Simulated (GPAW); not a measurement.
# Polarising Li/Au(100) with a field along the normal

The dipole of the cell at several fields, atoms fixed. What does the strongest field give, and what length does the slope stand for?

Set-up. GPAW 26.7.0, plane waves (400 eV), PAW setups, PBE, 11×11 mesh, a dipole layer in the vacuum; geometry relaxed without an applied field with GPAW. The cell's area is 8.32 Å², and e/ε0 = 180.95 V Å.

What came out, but for one run:

```
field (V/Å)  dipole (e Å)
       −0.2       −0.0008
       −0.1        0.0547
      −0.05        0.0823
       0.05        0.1371
        0.1        0.1643
        0.2        0.2185
        0.3             ?
```

**Question.** What is the dipole at 0.3 V/Å?

**Working.** A line through the 6 points has the slope α = 0.548 e Å per V/Å and the intercept p₀ = 0.1094 e Å (r.m.s. residual 3.6e−04). At 0.3 V/Å it gives p = 0.1094 + 0.548 × 0.3 = 0.2738 e Å; the run gives 0.2723 e Å, so the response stays linear to 0.9 % of the induced part. Dividing by ε0 and the area: α/(ε0 A) = 0.548 × 180.95 / 8.32 = 11.92 Å, against 8.09 Å between the outer nuclei.

**Limits.** This is the electronic response alone; ions that move would add to it in polar layers. No run was spin-polarised, so magnetic states weren't tested. Spin-orbit coupling is left out, which matters for the heavier atoms here.

[Logs are printed without paths, hosts, clocks, repeated set-up lines and the standing remarks that a program may print on its own settings, such as how far it seeks lower states.]
